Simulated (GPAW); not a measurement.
Records of electronic-structure calculations.

### Quasiparticle gap of SbP (buckled honeycomb monolayer) in GPAW

The cell holds 2 atoms: 1 P and 1 Sb. Cell: a = 3.727 Å, b = 3.727 Å, c = 12.300 Å, α = 90.0°, β = 90.0°, γ = 120.0°. Vacuum lies along c.

* method: DFT, PBE, plane waves, PAW (and 1 further level or step)
* program: GPAW 26.7.0
* settings: cutoff 450 eV, GPAW PAW setups 1.2.1 data release, 9×9×1 k-mesh, nbands 250
* cost: 3 runs, 3.4 min in all on 4 MPI ranks of Arm Neoverse V1, shared host
* notes: The structure was relaxed with PBE. Limits: no spin-orbit coupling.
* PBE gap: 1.74 eV, indirect
* G0W0 gap on the mesh: 2.64 eV
* GW settings: 9×9×1 mesh, 111 bands, screening to 48 eV, full frequency, Hilbert transform
* known limits: short of the basis limit; no spin-orbit coupling

G0W0 moves the gap on the mesh from 1.74 eV to 2.64 eV (+0.91 eV), with Z of 0.74 and 0.75 at the edges. Bands and cutoff are finite, so the gap stands short of the basis limit, usually by up to a few tenths of an eV; the mesh is an error of its own.

[Paths, hosts, dates, memory and timing lines, banners, echoed tables and standing remarks are left out of the program output; an Ansatz launch command may be rebuilt from the run's recorded settings. Measured values are a selection of at most five: reports struck by readers or far from the other reports are left out. None is set beside runs whose start may be inverted or whose files or cutoffs have a known fault.]

[Runs of the session that timed out or met a known fault of the program may be left out.]

[Hosts, paths, dates, database ids (printed as entryN), source tags and the programs' standing remarks are cut or masked in the printed files.]

[Where the starting crystal was built by hand or by swapping elements, it need not be the compound's stable phase.]
